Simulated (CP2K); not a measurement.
The O K edge of hypochlorous acid was computed by TDDFT (CP2K XAS_TDP, aug-pc-2, TDA) at these levels: PBE0, PBEh(45%), PBEh(45%) + GW2X and PBEh(60%). The first three lines of O1 (bonded to Cl and H) with a strength over 0.0015, energy in eV and strength:

```
run           first          second           third
  1  531.93 (0.065)  537.29 (0.034)  540.58 (0.009)
  2  526.54 (0.057)  531.20 (0.026)  533.80 (0.008)
  3  530.83 (0.057)  535.48 (0.026)  538.08 (0.008)
  4  519.15 (0.046)  522.76 (0.016)  524.63 (0.006)
```

Question: Which run is which?

Run 1: PBEh(60%) (60 % exact exchange). Run 2: PBEh(45%) (45 % exact exchange). Run 3: PBEh(45%) + GW2X (45 % exact exchange). Run 4: PBE0 (25 % exact exchange). Self-interaction lifts the core level, so the uncorrected lines rise with the share of exact exchange. The GW2X run keeps the spacings of its parent: 4.65 eV between the first two lines in run 3, 4.66 eV in run 2. Its shift is +4.29 eV, since the Kohn–Sham level at this share of exchange lies that far above the quasiparticle level.

[Banner, clock and machine lines of the logs are left out without a mark of their own.]

[Logs are printed without paths, hosts, clocks, repeated set-up lines and the standing remarks that a program may print on its own settings, such as how far it seeks lower states.]

[Hosts, paths, dates, database ids (printed as entryN), source tags and the programs' standing remarks are cut or masked in the printed files.]
